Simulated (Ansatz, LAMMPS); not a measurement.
**Structural relaxation of glassy 81SiO2-7Na2O-7CaO-4ZnO (mol %) (78 atoms)**

How does glassy 81SiO2-7Na2O-7CaO-4ZnO (mol %) (78 atoms) relax, and what do bonds, charges and levels look like afterwards?

Main program and level: Ansatz 0.2.0; Kohn-Sham DFT, PBE, PAW (set soft_2), plane waves.

**1. Starting point**

The cell holds 78 atoms: 22 Si, 4 Na, 2 Ca, 1 Zn and 49 O. Its edges and angles: a = 10.237 Å, b = 10.237 Å, c = 10.237 Å, α = 90.0°, β = 90.0°, γ = 90.0°. 78 atoms (22 Si, 4 Na, 2 Ca, 1 Zn, 49 O) placed at random at 2.4 g/cm³, melted at 4000 K for 10 ps at fixed volume with the Morse and Coulomb pair potential with partial charges (Pedone, Malavasi, Menziani, Cormack and Segre, J. Phys. Chem. B 110, 11780 (2006)). Quenched from 4000 K to 300 K at 30 K/ps and fixed volume, held 10 ps at zero pressure.

What the set-up can't give: The quench rate of 30 K/ps is many orders above laboratory rates, so the cell is likely richer in defects and strain than a real sample. The network of bonds at the start is that of the classical potential that made the cell. The Brillouin zone is sampled at Γ only, in a cell whose shortest periodic width is 10 Å.

**2. Single point at the start**

A single point comes first, to see the forces before anything moves.

input.yaml reads:

```yaml
crystal:
  lattice:
    - [10.23675, 0.0, 0.0]
    - [0.0, 10.23675, 0.0]
    - [0.0, 0.0, 10.23675]
  atoms:
    - { symbol: Si, position: [0.30842, 0.27401, 0.52235] }
    - { symbol: Si, position: [0.80648, 0.79271, 0.52706] }
    - { symbol: Si, position: [0.58029, 0.2102, 0.63355] }
    - { symbol: Si, position: [0.94079, 0.027, 0.91707] }
    [... 68 atom lines left out ...]
    - { symbol: O, position: [0.88757, 0.44536, 0.46514] }
    - { symbol: O, position: [0.96429, 0.93959, 0.78242] }
    - { symbol: O, position: [0.53783, 0.85791, 0.78463] }
    - { symbol: O, position: [0.05168, 0.57963, 0.31983] }
    - { symbol: O, position: [0.80531, 0.50814, 0.23631] }
    - { symbol: O, position: [0.38112, 0.87599, 0.58937] }
kpoints:
  mp_grid: { grid: [1, 1, 1] }
hamiltonian:
  xc: pbe
scf:
  occupations: { method: fixed }
output:
  forces: true
  stress: true
  populations: true
  dos:
    method: { smearing: { sigma: 0.1 } }
    de: 0.1
    projected: { site_lists: { Ca: [Ca], Na: [Na], O: [O], Si: [Si], Zn: [Zn] } }
  eigenvalues: true
```

The run is started by

```bash
$ ansatz run input.yaml --threads 4 --pin off --max-ram 8192MiB --backend cpu --events-out ev --progress --plain --runs-dir out
```

Elapsed: 12 s, on 4 threads of Arm Neoverse V2, shared host; peak memory 1.3 GiB.

The run gave:

| Property | Result |
| --- | --- |
| free energy | -54768.8876 eV |
| free energy per atom | -702.1652 eV/atom |
| SCF cycles | 9 |
| pressure | 7.372 GPa |
| r.m.s. force component | 1.411 eV/Å |
| longest force | 8.417 eV/Å |
| Fermi energy | 3.596 eV |
| gap (highest filled to lowest empty level) | 3.763 eV |
| spilling of the projection | 0.01241 |

The r.m.s. force component of 1.4 eV/Å and the pressure of 7.4 GPa set the starting point.

Length of the force by element:

```
element  coordination  atoms  mean length of the force (eV/Å)  spread  least   most
     Ca           all      2                            0.934   0.121  0.814   1.06
     Na           all      4                            0.316   0.231  0.158  0.714
      O           all     49                             1.95    1.41  0.159   8.42
     Si           all     22                             2.53    1.33  0.848   7.03
     Zn           all      1                            0.292       0  0.292  0.292
```

**3. Relaxation**

With the cell held, the atoms are moved downhill towards a nearby minimum.

input.yaml, the sections that differ from step 2:

```yaml
output:
  forces: true
relax:
  f_tol: 0.05
  max_steps: 200
# crystal, kpoints, hamiltonian, scf: as in step 2
```

Elapsed: 70 s, on 4 threads; peak memory 1.2 GiB.

The steps of the relaxation:

```
step  energy less that of the first step (eV)  largest force component (eV/Å)
   1                                   0.0000                          7.0397
   2                                  -3.2507                          3.1984
   3                                  -5.2671                          0.9099
   4                                  -5.6702                          0.6557
   5                                  -5.8435                          0.2672
   6                                  -5.9096                          0.2106
   7                                  -6.0000                          0.2299
   8                                  -6.0222                          0.1520
   9                                  -6.0443                          0.1539
  10                                  -6.0567                          0.1324
  11                                  -6.0626                          0.0521
  12                                  -6.0630                          0.1154
  13                                  -6.0697                          0.0452
```

The atoms that moved most (Å):

```
atom      dx      dy      dz  length
Ca27   0.299  -0.193   0.538   0.645
 O65  -0.211  -0.392   0.319   0.548
 O47   0.068  -0.059   0.489   0.497
 O62  -0.111  -0.008   0.388   0.404
Na25  -0.054  -0.023   0.378   0.382
 O33   0.216  -0.074   0.300   0.377
 O55   0.324   0.078   0.149   0.365
 O53  -0.245  -0.114  -0.229   0.354
```

The relaxation changed the energy by -77.8 meV/atom, and atoms moved by 0.24 Å r.m.s., 0.65 Å at most.

**4. Local order after relaxation**

Density 2.54 g/cm³, 13.75 Å³ an atom.

Pair distribution functions g(r), in bins of 0.2 Å:

```
r (Å)  total   O-O   O-Si  O-Na  O-Ca  O-Zn  Si-Si
 1.50   0.51  0.00   1.44  0.00  0.00  0.00   0.00
 1.70   4.12  0.00  11.60  0.00  0.00  0.00   0.00
 1.90   0.11  0.00   0.00  0.00  0.00  6.95   0.00
 2.10   0.06  0.00   0.00  0.46  0.00  2.12   0.00
 2.30   0.37  0.00   0.00  3.37  4.88  0.00   0.00
 2.50   0.70  1.26   0.00  2.03  2.13  0.00   0.00
 2.70   2.25  5.25   0.00  1.51  1.78  0.00   0.00
 2.90   0.40  0.47   0.00  0.52  0.00  1.02   1.42
 3.10   0.96  0.70   0.20  0.68  0.46  0.89   4.92
 3.30   0.77  0.52   0.61  0.59  0.79  0.83   0.84
 3.50   0.67  0.63   0.88  0.88  0.34  0.00   0.00
 3.70   0.98  0.67   1.42  0.80  0.63  1.86   0.12
 3.90   1.18  0.97   1.58  1.14  2.29  0.00   0.34
 4.10   1.40  0.91   2.57  0.65  0.76  1.05   0.41
 4.30   1.11  0.67   1.59  1.17  1.18  2.35   0.76
 4.50   0.97  1.03   0.59  1.72  0.64  0.86   2.09
 4.70   0.95  1.03   0.84  1.86  0.79  1.18   0.64
 4.90   1.10  1.48   0.69  0.73  1.64  0.73   1.40
```

**5. Single point at the relaxed geometry**

One more single point at the end of the walk gives the fuller output and checks the residual forces.

input.yaml reads:

```yaml
crystal:
  lattice:
    - [10.23675, 0.0, 0.0]
    - [0.0, 10.23675, 0.0]
    - [0.0, 0.0, 10.23675]
  atoms:
    - { symbol: Si, position: [0.30067, 0.26268, 0.54441] }
    - { symbol: Si, position: [0.82225, 0.80321, 0.5348] }
    - { symbol: Si, position: [0.5884, 0.20904, 0.64349] }
    - { symbol: Si, position: [0.94937, 0.03554, 0.90725] }
    [... 68 atom lines left out ...]
    - { symbol: O, position: [0.86103, 0.45316, 0.46139] }
    - { symbol: O, position: [0.96908, 0.94651, 0.77323] }
    - { symbol: O, position: [0.53393, 0.88778, 0.79831] }
    - { symbol: O, position: [0.03891, 0.57717, 0.31082] }
    - { symbol: O, position: [0.79343, 0.52693, 0.2176] }
    - { symbol: O, position: [0.40673, 0.87617, 0.57285] }
kpoints:
  mp_grid: { grid: [1, 1, 1] }
hamiltonian:
  xc: pbe
scf:
  occupations: { method: fixed }
output:
  forces: true
  stress: true
  populations: true
  dos:
    method: { smearing: { sigma: 0.1 } }
    de: 0.1
    projected: { site_lists: { Ca: [Ca], Na: [Na], O: [O], Si: [Si], Zn: [Zn] } }
  eigenvalues: true
  write_density: true
  write_potential: true
  volumetric_format: npy
```

Run time: 12 s. Hardware: 4 threads; peak memory 1.3 GiB; 44 s of CPU time.

The program notes that the exchange-correlation potential is rough where the density is thin.

Read from the output:

| Quantity | Value |
| --- | --- |
| free energy | -54774.9573 eV |
| free energy per atom | -702.2430 eV/atom |
| SCF cycles | 9 |
| pressure | 1.29 GPa |
| r.m.s. force component | 0.01089 eV/Å |
| longest force | 0.05174 eV/Å |
| Fermi energy | 3.364 eV |
| gap (highest filled to lowest empty level) | 4 eV |
| spilling of the projection | 0.0124 |

Löwdin charges by element (they lack the spilled electrons, 0.072 e an atom on average):

```
element  coordination  atoms  mean charge (e)  spread  least    most
     Ca           all      2             1.79  0.0098   1.78    1.80
     Na           all      4            0.811  0.0121  0.793   0.823
      O           all     49           -0.834  0.0733  -1.04  -0.773
     Si           all     22             1.73   0.052   1.61    1.80
     Zn           all      1             1.53       0   1.53    1.53
```

Density of states as counts of states in windows of 1 eV (from the Fermi level), total and the larger projections:

```
from (eV)  to (eV)  total   O p  Si p
      -10       -9   10.7   7.1   0.5
       -9       -8   10.5   7.2   1.0
       -8       -7   17.3  12.5   2.4
       -7       -6   29.2  22.5   5.7
       -6       -5   12.1   8.9   1.8
       -5       -4   39.1  28.3   3.1
       -4       -3   55.8  47.9   2.9
       -3       -2   56.0  51.4   1.5
       -2       -1   42.0  39.2   0.7
       -1        0   26.7  24.5   0.7
        0        1    1.5   1.4   0.1
        1        3    0.0   0.0   0.0
        3        4    0.6   0.0   0.0
        4        5    1.4   0.0   0.0
```

With fixed occupations the program's Fermi level is the highest filled level; weight inside the gap is the broadening of levels at its edges.

Between -26 and -10 eV lie 137 more states.

The levels nearest the highest filled one (over half full), pooled over k-points and spins:

```
level less the highest filled one (eV)  occupation
                                -0.397           2
                                -0.323           2
                                -0.267           2
                                -0.257           2
                                -0.162           2
                                     0           2
                                  4.00           0
                                  5.63           0
                                  5.68           0
                                  5.77           0
                                  5.93           0
                                  6.05           0
```

Mean Löwdin charges: Ca +1.79, Na +0.81, O -0.83, Si +1.73, Zn +1.53 e (they miss 1.2 % of the electrons, so they add up to more than the cell's charge).

**6. What came out**

```
energy change in the relaxation                      : -77.82 meV/atom
r.m.s. displacement                                  : 0.244 Å
largest displacement                                 : 0.645 Å
free energy per atom                                 : -702.2430 eV/atom
pressure                                             : 1.29 GPa
r.m.s. force component                               : 0.01089 eV/Å
gap (highest filled to lowest empty level)     : 4 eV
wall time of the 4 DFT runs, those left out included : 1.7 min
```

**Reading.** Relaxation lowers the energy by 77.8 meV/atom and moves atoms by 0.24 Å r.m.s.; the r.m.s. force component goes from 1.4 to 0.011 eV/Å, the pressure goes from 7.4 to 1.3 GPa, and the gap from 3.76 to 4.00 eV. First to last step the energy falls by 6.070 eV; the largest move, 0.64 Å, is that of Ca27. Between filled and empty levels lie 4.00 eV (at Γ alone); a semilocal functional tends to put such gaps too low. In a disordered cell it changes from sample to sample, and tail or defect levels can set it.

**Limits.** The network of bonds at the start is that of the classical potential that made the cell; in DFT atoms moved by 0.24 Å r.m.s.

[Logs are printed without paths, hosts, clocks, repeated set-up lines and the standing remarks that a program may print on its own settings, such as how far it seeks lower states.]

[Hosts, paths, dates, database ids (printed as entryN), source tags and the programs' standing remarks are cut or masked in the printed files.]
